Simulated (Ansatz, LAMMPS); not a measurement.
# A frame of amorphous polycarbonate of ethylene (as short chains C11O9H18) from 300 K (152 atoms) under strain, part 2 of 3

How stiff is a frame of amorphous polycarbonate of ethylene (as short chains C11O9H18) from 300 K (152 atoms), and how do its levels respond to strain?

Ansatz 0.2.0; Kohn-Sham DFT, LDA, PAW (set soft_2), plane waves.

The cell: 44 C, 36 O and 72 H. The network of contacts between molecules at the start is that of the classical potential that made the cell. Sampling is at Γ alone.

So far. Step 2 (Single point at the start): The r.m.s. force at the start is 1.1 eV/Å. Step 3 (Cell and atoms relaxed): The relaxation converged after 55 steps, with a largest force component of 0.024 eV/Å.

## 4. Single point at the relaxed geometry

One more single point at the end of the walk gives the fuller output and checks the residual forces.

input.yaml reads:

```yaml
crystal:
  lattice:
    - [10.95549, 0.11015, -0.17602]
    - [0.11015, 10.75169, 0.11979]
    - [-0.17602, 0.11979, 11.28177]
  atoms:
    - { symbol: C, position: [0.08624, 0.53586, 0.86845] }
    - { symbol: O, position: [0.09077, 0.46303, 0.76487] }
    - { symbol: C, position: [0.01524, 0.36864, 0.76096] }
    - { symbol: O, position: [0.94679, 0.33693, 0.83762] }
    - { symbol: O, position: [0.02753, 0.31454, 0.65758] }
    - { symbol: C, position: [0.94003, 0.22327, 0.62848] }
    [... 140 atom lines left out ...]
    - { symbol: H, position: [0.97618, 0.02992, 0.891] }
    - { symbol: H, position: [0.11375, 0.801, 0.80228] }
    - { symbol: H, position: [0.00494, 0.89272, 0.71978] }
    - { symbol: H, position: [0.25368, 0.98379, 0.81952] }
    - { symbol: H, position: [0.21636, 0.95422, 0.66767] }
    - { symbol: H, position: [0.14438, 0.07937, 0.7389] }
kpoints:
  mp_grid: { grid: [1, 1, 1] }
hamiltonian:
  xc: lda
scf:
  occupations: { method: fixed }
output:
  forces: true
  stress: true
  populations: intrinsic
  dos:
    method: { smearing: { sigma: 0.15 } }
    de: 0.1
    projected: { site_lists: { C: [C], H: [H], O: [O] } }
  eigenvalues: true
  write_density: true
  write_potential: true
  volumetric_format: npy
  elf: true
```

Command:

```sh
$ ansatz run input.yaml --threads 4 --pin off --max-ram 8192MiB --backend cpu --events-out ev --progress --plain --runs-dir out
```

Numbers of over 12 decimals in the logs are rounded to 6 here.

Log:

```text
[...]
Crystal: 152 atoms, lattice volume = 1328.248 Å³
Basis set: ecut = 420 eV, 25919 PW (Γ)
Bands: 384, of which v1, the nominal top of the filled ones, is band 232 counted from 1 (231 counted from 0)
Symmetry: 1 space group operations
[...]
k-points: 1
[...]
SCF iter   1: F=—  HF=-31790.366712 eV  |F-HF|=—  |Δ(HF+E_count)|=         —  Δρ=1.20e-2  dr2=1.45e0  ethr=1.77e-3  ⟨swp⟩=5.0  Hψ=1323  notcnv=0  defer=148
[...]
SCF iter  10: F=-31789.858909 eV  HF=-31789.858909 eV  |F-HF|=6.03e-9  |Δ(HF+E_count)|=   1.49e-7  Δρ=1.94e-6  dr2=5.04e-8  ethr=2.16e-11  ⟨swp⟩=19.0  Hψ=3609  notcnv=0
SCF 1 converged in 10 iterations: F = -31789.858909 eV  dr2 = 5.04e-8
[...]
SCF converged after 10 iterations
Free energy (F): -31789.858909 eV
[...]
Internal energy: -31789.858909 eV  (E = F + TS)
E sigma→0 (E₀):  -31789.858909 eV
Fermi energy:    -0.271323 eV
[...]
--- Forces (eV/Å), atoms counted from 1 ---
  atom   1  C     -0.00276358     0.00519729     0.00859200
  atom   2  O     -0.01866679    -0.02493824    -0.00277949
  atom   3  C     -0.00104839     0.01620178     0.00624682
  atom   4  O      0.01924582     0.00624281    -0.01287748
  atom   5  O     -0.00765815    -0.00745827    -0.00351539
  atom   6  C     -0.00455623     0.00412221     0.00591061
  atom   7  C      0.01672637    -0.01049893     0.00182259
  atom   8  O     -0.01128257     0.00381437     0.00443603
  atom   9  C      0.01867711    -0.02293534    -0.01059102
  atom  10  O     -0.00568571     0.00744777     0.00478346
  atom  11  O     -0.01769862     0.01377815    -0.00203176
  atom  12  C      0.00201071     0.00479326     0.00442650
  atom  13  C     -0.00123970    -0.00090678     0.00177821
  atom  14  O     -0.00003975    -0.00450690    -0.00469469
[...]
atom 151  H     -0.00130955     0.00207487     0.00233851
  atom 152  H      0.00238690    -0.00260507    -0.00002006
  max |Σ_I F_I| component: 7.49e-5 eV/Å
--- Stress (GPa, compression-positive) ---
       -0.011114      -0.009956      -0.010097
       -0.009956      -0.039569      -0.003737
       -0.010097      -0.003738      -0.001843
  P = ⅓ Tr σ = -0.0175 GPa (-0.175 kbar)
--- Band table (eV) ---
[...]
--- intrinsic populations: 152 sites ---
  site symbol       q [e]
     0      C      4.3325
     1      O      6.3088
     2      C      3.3615
[...]
151      H      0.8294
  spilling = 0.000000 (of n_electrons = 464.000000)
```

Elapsed: 14 s, on 4 threads of Intel Xeon Platinum 8375C at 2.90GHz (Ice Lake), shared host; peak memory 1.7 GiB.

The run gave:

```
free energy                                      : -31789.8589 eV
free energy per atom                             : -209.1438 eV/atom
SCF cycles                                       : 10
pressure                                         : -0.01751 GPa
r.m.s. force component                           : 0.00549 eV/Å
longest force                                    : 0.03142 eV/Å
Fermi energy                                     : -0.2713 eV
gap (highest filled to lowest empty level) : 5.763 eV
```

Intrinsic-atomic-orbital charges by element and coordination:

| element | coordination | atoms | mean charge (e) | spread | least | most |
| --- | --- | --- | --- | --- | --- | --- |
| C | all | 44 | 0.0075 | 0.406 | -0.534 | 0.657 |
| C | 3 | 12 | 0.641 | 0.0092 | 0.627 | 0.657 |
| C | 4 | 32 | -0.230 | 0.138 | -0.534 | -0.111 |
| H | all | 72 | 0.183 | 0.0128 | 0.153 | 0.211 |
| O | all | 36 | -0.375 | 0.0902 | -0.514 | -0.299 |
| O | 1 | 12 | -0.502 | 0.0089 | -0.514 | -0.486 |
| O | 2 | 24 | -0.312 | 0.0079 | -0.330 | -0.299 |

States in the cell by windows of 1 eV, zero at the Fermi level; the larger projections on atomic orbitals stand beside the total:

| from (eV) | to (eV) | total | O p | C p | H s | C s |
| --- | --- | --- | --- | --- | --- | --- |
| -14 | -13 | 14.5 | 3.8 | 1.6 | 2.0 | 6.8 |
| -13 | -12 | 9.8 | 1.8 | 1.2 | 1.6 | 4.7 |
| -12 | -11 | 10.6 | 3.6 | 1.5 | 1.5 | 3.6 |
| -11 | -10 | 12.2 | 3.1 | 2.1 | 2.2 | 4.3 |
| -10 | -9 | 8.5 | 2.4 | 1.7 | 1.5 | 2.5 |
| -9 | -8 | 15.1 | 3.7 | 5.0 | 2.7 | 2.7 |
| -8 | -7 | 30.4 | 9.1 | 11.0 | 5.0 | 2.9 |
| -7 | -6 | 30.3 | 12.4 | 10.9 | 3.2 | 1.4 |
| -6 | -5 | 36.3 | 16.9 | 11.1 | 3.2 | 0.9 |
| -5 | -4 | 42.1 | 16.0 | 17.8 | 5.5 | 0.5 |
| -4 | -3 | 33.6 | 11.4 | 15.1 | 5.4 | 0.3 |
| -3 | -2 | 43.8 | 16.7 | 16.2 | 8.4 | 0.4 |
| -2 | -1 | 44.7 | 20.8 | 13.6 | 8.7 | 0.3 |
| -1 | 0 | 57.8 | 42.2 | 8.5 | 6.2 | 0.2 |
| 0 | 1 | 2.0 | 1.6 | 0.2 | 0.1 | 0.0 |
| 1 | 5 | 0.0 | 0.0 | 0.0 | 0.0 | 0.0 |

With fixed occupations the program's Fermi level is the highest filled level; weight inside the gap is the broadening of levels at its edges.

Between -23 and -14 eV lie 72 more states.

The levels nearest the highest filled one (over half full), pooled over k-points and spins:

| level less the highest filled one (eV) | occupation |
| --- | --- |
| -0.257 | 2 |
| -0.187 | 2 |
| -0.138 | 2 |
| -0.124 | 2 |
| -0.0767 | 2 |
| 0 | 2 |
| 5.76 | 0 |
| 5.76 | 0 |
| 5.81 | 0 |
| 5.89 | 0 |
| 5.94 | 0 |
| 5.99 | 0 |

ELF in the bc plane at fractional x = 0.083, with atoms of C and O and H within 0.2 Å of it. It is the smooth field of the valence electrons, not physical close to the nuclei.

Ten even steps from '0' (0.01 × 1e-1) to '9' (9.96 × 1e-1), each cell a mean:
```
710256410000289972001343104999
520001000000499974210000004898
210000000000147524641001125764
100000001111236425741038876774
212210001345667743420069983255
347620002345754751000058874366
357510035532478861000003455653
122100158862136620134200023311
000000048886100001799830000000
035641014764100003999951000000
378886100110121002688731000000
367467300005897212565321000001
468776200029999555676310000013
424642000027997687236530000014
655520000003555576358872000014
777520000001244234567861000025
776420000000122101333310021026
554200000000000000000000011013
110000000233200000000000000000
000011002577751001001343200000
002566423777873012004787641000
015876754765873000027877862000
015874764677741000037866861133
403788753433113420015777621699
```
Columns run along b (10.8 Å), rows up along c (11.3 Å). Atoms in or near the plane, at fractional coordinates: C at (0.54, 0.87), O at (0.46, 0.76), O at (0.11, 0.51), C at (0.05, 0.42), H at (0.48, 0.95), C at (0.62, 0.41), H at (0.66, 0.60), H at (0.43, 0.47), O at (0.16, 0.07), O at (0.37, 0.11), O at (0.75, 0.07), C at (0.90, 0.79), H at (0.95, 0.97).

Valence density in the bc plane at fractional x = 0.083, with atoms of C and O and H within 0.2 Å of it. It is the smooth field of the valence electrons, not physical close to the nuclei.

Ten steps, logarithmic in the rise over the least value, from '_' (0.0 e/Å³) to '@' (6.6 e/Å³), each cell a mean:
```
--......::::::......__..::==++++--::..__..::----::::--++****
--..____________________::==****++==--..____......::--++**++
--..__________________..::==**####**++--..____..::--==++++==
::..______________..::::--==********++--..__..--==++******==
--::....________..::--==**%%%%##++==--..____::==****####**==
----::::..____..::--==++##@@@@%%++::..______..--==****##**++
--::::::..__..::--======++##%%**--..__________..::--==++==--
........____..--++****==----==--..____....________..::::::::
____..........--++****==::..______..::====::..______________
__::--==--::..::--==--::..________::==****==::______________
..==##%%##++::....................::==****==::..____________
--++%%@@@@**--..____..::--==--::::--==++++--::..__________..
==**##%%%%++--..____..--++**++====++****++--::__________..::
**####**==::..______..::==++++++****####**==::..________::==
**####++::..__________..::--====++****##**==::..______..::==
####**==::______________..::::----==++++==--::________..::==
****++--..________________..........::::::..________....::==
----::..________________________________________________..::
......____________........__________________________________
______..........::--++++==::..____________........__________
____..--++++==--==**%%@@##==..________..::==++==--..________
__..--**%%@@##**++##@@@@%%++::________..==##%%%%**--..______
__..--##@@@@%%**++++****++--..________..==##@@@@##--........
::..::==####**==--------::::::::..____..--++####++--::--==--
```
Columns run along b (10.8 Å), rows up along c (11.3 Å). Atoms in or near the plane, at fractional coordinates: C at (0.54, 0.87), O at (0.46, 0.76), O at (0.11, 0.51), C at (0.05, 0.42), H at (0.48, 0.95), C at (0.62, 0.41), H at (0.66, 0.60), H at (0.43, 0.47), O at (0.16, 0.07), O at (0.37, 0.11), O at (0.75, 0.07), C at (0.90, 0.79), H at (0.95, 0.97).

Filled and empty levels are parted by 5.76 eV (at Γ alone); a local or semilocal functional tends to put such gaps too low. In a disordered cell it changes from sample to sample, and tail or defect levels can set it. Mean intrinsic-atomic-orbital charges: C +0.01, H +0.18, O -0.38 e. The largest share in the top eV of filled states is O p (74 % of the projected weight), and in the lowest eV of empty states C p (47 % of the projected weight).

## 5. Volume -3 %

The relaxed cell is scaled evenly and the atoms are relaxed again; the stress at the end gives one point of P(V).

input.yaml, the sections that differ from step 4:

```yaml
crystal:
  lattice:
    - [10.84482, 0.10904, -0.17424]
    - [0.10904, 10.64308, 0.11858]
    - [-0.17424, 0.11858, 11.1678]
  atoms:
    [... the 152 atom lines of step 4 ...]
output:
  forces: true
  eigenvalues: true
  stress: true
relax:
  f_tol: 0.05
  max_steps: 70
# kpoints, hamiltonian, scf: as in step 4
```

Log:

```text
Warning: output.stress: scf.convergence.dr2_threshold = 1e-7 eV (the SCF's general default) is looser than the 1.08e-8 eV advised for a printed stress (1e-10 eV for each atom of the cell: 152, of which 108 are counted). What an SCF threshold leaves in a stress goes as its square root, and in the free energy as the threshold itself, and one threshold admits the most on a small cell: [...]
[...]
Crystal: 152 atoms, lattice volume = 1288.400 Å³
Basis set: ecut = 420 eV, 25181 PW (Γ)
Bands: 384, of which v1, the nominal top of the filled ones, is band 232 counted from 1 (231 counted from 0)
Symmetry: 1 space group operations
[...]
k-points: 1
[...]
SCF iter   1: F=—  HF=-31789.861484 eV  |F-HF|=—  |Δ(HF+E_count)|=         —  Δρ=1.23e-2  dr2=1.47e0  ethr=1.77e-3  ⟨swp⟩=5.0  Hψ=1337  notcnv=0  defer=148
[...]
SCF iter   6: F=—  HF=-31789.342652 eV  |F-HF|=—  |Δ(HF+E_count)|=   2.73e-5  Δρ=8.93e-5  dr2=1.23e-4  ethr=2.27e-7  ⟨swp⟩=2.0  Hψ=441  notcnv=0  defer=150
SCF iter   7: F=-31789.342666 eV  HF=-31789.342665 eV  |F-HF|=1.44e-6  |Δ(HF+E_count)|=   1.29e-5  Δρ=2.66e-5  dr2=9.72e-6  ethr=1.35e-8  ⟨swp⟩=14.0  Hψ=2664  notcnv=0
SCF 1 converged in 7 iterations: F = -31789.342666 eV  dr2 = 9.72e-6
[...]
relax step   1: F+E_penalty+E_count = -31789.34266648 eV  Δ(F+E_penalty+E_count) = +0.000e0 eV  max|allowed force component| = 1.096e0 eV/Å  Δτ_max = 0.0000 Å  (7 SCF iters, dr2 threshold 6.25e-5 eV, accepted)
[...]
relax step   2: F+E_penalty+E_count = -31789.76761863 eV  Δ(F+E_penalty+E_count) = -4.250e-1 eV  max|allowed force component| = 2.346e-1 eV/Å  Δτ_max = 0.0596 Å  (6 SCF iters, dr2 threshold 7.51e-5 eV, accepted)
[...]
relax step   3: F+E_penalty+E_count = -31789.82369284 eV  Δ(F+E_penalty+E_count) = -5.607e-2 eV  max|allowed force component| = 1.109e-1 eV/Å  Δτ_max = 0.0604 Å  (7 SCF iters, dr2 threshold 3.44e-6 eV, accepted)
relax step   4: F+E_penalty+E_count = -31789.82810497 eV  Δ(F+E_penalty+E_count) = -4.412e-3 eV  max|allowed force component| = 7.484e-2 eV/Å  Δτ_max = 0.0427 Å  (9 SCF iters, accepted)
relax step   5: F+E_penalty+E_count = -31789.74981901 eV  Δ(F+E_penalty+E_count) = +7.829e-2 eV  max|allowed force component| = 3.083e-1 eV/Å  Δτ_max = 0.2000 Å  (10 SCF iters, rejected (line search))
[...]
relax step   6: F+E_penalty+E_count = -31789.83423227 eV  Δ(F+E_penalty+E_count) = -6.127e-3 eV  max|allowed force component| = 3.002e-2 eV/Å  Δτ_max = 0.0448 Å  (9 SCF iters, accepted)
SCF converged after 9 iterations
Free energy (F): -31789.834232 eV
[...]
Internal energy: -31789.834232 eV  (E = F + TS)
E sigma→0 (E₀):  -31789.834232 eV
Fermi energy:    -0.033340 eV
[...]
Σ components = -31789.834232   (vs F -31789.834232, Δ=0.00e0)
--- Forces (eV/Å), atoms counted from 1 ---
  atom   1  C      0.00253390     0.00025428    -0.00224950
  atom   2  O     -0.01686710     0.00092987     0.00627944
  atom   3  C      0.01390909    -0.02073897    -0.00056269
  atom   4  O      0.00410405     0.00863798    -0.01078697
[...]
atom 152  H      0.00440877     0.00034130     0.00677502
  max |Σ_I F_I| component: 2.53e-4 eV/Å
--- Stress (GPa, compression-positive) ---
        0.380821      -0.030958      -0.025665
       -0.030958       0.226753      -0.016738
       -0.025665      -0.016737       0.276135
  P = ⅓ Tr σ = 0.2946 GPa (2.946 kbar)
--- Band table (eV) ---
[...]
--- Relaxed structure (6 steps of the walk, 5 accepted, 0 SCFs on fresh bases) ---
  F+E_penalty+E_count = -31789.83423227 eV   max|allowed force component| = 3.002e-2 eV/Å
  atoms:
    - { symbol: C, position: [0.085917, 0.535131, 0.872264] }
    - { symbol: O, position: [0.089712, 0.461478, 0.767636] }
    - { symbol: C, position: [0.015432, 0.364478, 0.765473] }
    - { symbol: O, position: [0.949578, 0.330338, 0.844872] }
[...]
- { symbol: H, position: [0.149410, 0.084726, 0.739304] }
```

Run time: 62 s. Hardware: 4 threads; peak memory 1.6 GiB.

The program notes that the SCF threshold is loose for the stress.

The relaxation converged after 6 steps, 0.492 eV below its start, with a largest force component of 0.030 eV/Å.

Volume -3 %: the energy stands 0.0247 eV above that of the reference, at a pressure of 0.295 GPa.

## 6. Volume +3 %

The relaxed cell is scaled to another volume.

input.yaml, the sections that differ from step 5:

```yaml
crystal:
  lattice:
    - [11.06397, 0.11124, -0.17776]
    - [0.11124, 10.85815, 0.12098]
    - [-0.17776, 0.12098, 11.39348]
  atoms:
    [... the 152 atom lines of step 4 ...]
# kpoints, hamiltonian, scf, output, relax: as in step 5
```

Log:

```text
[...]
Crystal: 152 atoms, lattice volume = 1368.096 Å³
Basis set: ecut = 420 eV, 26735 PW (Γ)
Bands: 384, of which v1, the nominal top of the filled ones, is band 232 counted from 1 (231 counted from 0)
Symmetry: 1 space group operations
[...]
k-points: 1
[...]
SCF iter   1: F=—  HF=-31789.880932 eV  |F-HF|=—  |Δ(HF+E_count)|=         —  Δρ=1.16e-2  dr2=1.43e0  ethr=1.77e-3  ⟨swp⟩=5.0  Hψ=1322  notcnv=0  defer=148
[...]
SCF iter   6: F=—  HF=-31789.377786 eV  |F-HF|=—  |Δ(HF+E_count)|=   7.66e-6  Δρ=9.53e-5  dr2=1.59e-4  ethr=2.95e-7  ⟨swp⟩=2.0  Hψ=447  notcnv=0  defer=150
SCF iter   7: F=-31789.377807 eV  HF=-31789.377805 eV  |F-HF|=2.39e-6  |Δ(HF+E_count)|=   1.90e-5  Δρ=2.94e-5  dr2=1.33e-5  ethr=1.35e-8  ⟨swp⟩=14.0  Hψ=2716  notcnv=0
SCF 1 converged in 7 iterations: F = -31789.377807 eV  dr2 = 1.33e-5
[...]
relax step   1: F+E_penalty+E_count = -31789.37780716 eV  Δ(F+E_penalty+E_count) = +0.000e0 eV  max|allowed force component| = 1.015e0 eV/Å  Δτ_max = 0.0000 Å  (7 SCF iters, dr2 threshold 6.25e-5 eV, accepted)
[...]
relax step   2: F+E_penalty+E_count = -31789.77285750 eV  Δ(F+E_penalty+E_count) = -3.951e-1 eV  max|allowed force component| = 2.311e-1 eV/Å  Δτ_max = 0.0636 Å  (6 SCF iters, dr2 threshold 6.43e-5 eV, accepted)
[...]
relax step   3: F+E_penalty+E_count = -31789.82710465 eV  Δ(F+E_penalty+E_count) = -5.425e-2 eV  max|allowed force component| = 1.401e-1 eV/Å  Δτ_max = 0.0524 Å  (7 SCF iters, dr2 threshold 3.34e-6 eV, accepted)
relax step   4: F+E_penalty+E_count = -31789.83128279 eV  Δ(F+E_penalty+E_count) = -4.178e-3 eV  max|allowed force component| = 9.790e-2 eV/Å  Δτ_max = 0.0335 Å  (9 SCF iters, accepted)
relax step   5: F+E_penalty+E_count = -31789.82024682 eV  Δ(F+E_penalty+E_count) = +1.104e-2 eV  max|allowed force component| = 1.393e-1 eV/Å  Δτ_max = 0.0985 Å  (7 SCF iters, dr2 threshold 3.52e-6 eV, rejected (line search))
[...]
relax step   6: F+E_penalty+E_count = -31789.83583100 eV  Δ(F+E_penalty+E_count) = -4.548e-3 eV  max|allowed force component| = 2.471e-2 eV/Å  Δτ_max = 0.0323 Å  (9 SCF iters, accepted)
SCF converged after 9 iterations
Free energy (F): -31789.835831 eV
[...]
Internal energy: -31789.835831 eV  (E = F + TS)
E sigma→0 (E₀):  -31789.835831 eV
Fermi energy:    -0.488098 eV
[...]
Σ components = -31789.835831   (vs F -31789.835831, Δ=0.00e0)
--- Forces (eV/Å), atoms counted from 1 ---
  atom   1  C     -0.00134836     0.00351507     0.00527704
  atom   2  O      0.00584298    -0.00663976     0.00012426
  atom   3  C     -0.01508181     0.00408666     0.00710102
  atom   4  O      0.00521919    -0.00272866    -0.00438556
[...]
atom 152  H     -0.00136243    -0.00283812    -0.00113212
  max |Σ_I F_I| component: 7.53e-5 eV/Å
--- Stress (GPa, compression-positive) ---
       -0.291791       0.000520      -0.006735
        0.000519      -0.246536       0.004495
       -0.006735       0.004494      -0.216872
  P = ⅓ Tr σ = -0.2517 GPa (-2.517 kbar)
--- Band table (eV) ---
[...]
--- Relaxed structure (6 steps of the walk, 5 accepted, 0 SCFs on fresh bases) ---
  F+E_penalty+E_count = -31789.83583100 eV   max|allowed force component| = 2.471e-2 eV/Å
  atoms:
    - { symbol: C, position: [0.084566, 0.536196, 0.864152] }
    - { symbol: O, position: [0.089598, 0.464415, 0.761287] }
    - { symbol: C, position: [0.014572, 0.371236, 0.756770] }
    - { symbol: O, position: [0.945581, 0.340613, 0.831873] }
[...]
- { symbol: H, position: [0.140707, 0.074253, 0.738269] }
```

Run time: 60 s. Hardware: 4 threads; peak memory 1.7 GiB.

The relaxation converged after 6 steps, 0.458 eV below its start, with a largest force component of 0.025 eV/Å.

Volume +3 %: the energy stands 0.0231 eV above that of the reference, at a pressure of -0.252 GPa.

## 7. Volume -6 %

The relaxed cell is scaled to another volume.

Input and log are left out; they have the form of those shown for this kind of step.

Run time: 58 s. Hardware: 4 threads of Intel Xeon Platinum 8375C at 2.90GHz (Ice Lake), shared host; peak memory 1.6 GiB.

The relaxation converged after 6 steps, 2.06 eV below its start, with a largest force component of 0.036 eV/Å.

Volume -6 %: the energy stands 0.153 eV above that of the reference, at a pressure of 0.759 GPa.

## 8. Volume +6 %

The relaxed cell is scaled to another volume.

Input and log are left out; they have the form of those shown for this kind of step.

Elapsed: 64 s, on 4 threads of Intel Xeon Platinum 8375C at 2.90GHz (Ice Lake), shared host; peak memory 1.7 GiB; 3.9 min of CPU time.

The relaxation converged after 6 steps, 1.75 eV below its start, with a largest force component of 0.043 eV/Å.

Volume +6 %: the energy stands 0.0967 eV above that of the reference, at a pressure of -0.442 GPa.

## 9. Volume -10 %

The relaxed cell is scaled to another volume.

Input and log are left out; they have the form of those shown for this kind of step.

Elapsed: 2 min, on 4 threads of Intel Xeon Platinum 8375C at 2.90GHz (Ice Lake), shared host; peak memory 1.6 GiB.

The relaxation converged after 15 steps, 6.10 eV below its start, with a largest force component of 0.048 eV/Å.

Volume -10 %: the energy stands 0.503 eV above that of the reference, at a pressure of 1.57 GPa.

(Part 2 of 3 ends here.)

[Logs are printed without paths, hosts, clocks, repeated set-up lines and the standing remarks that a program may print on its own settings, such as how far it seeks lower states.]

[Hosts, paths, dates, database ids (printed as entryN), source tags and the programs' standing remarks are cut or masked in the printed files.]
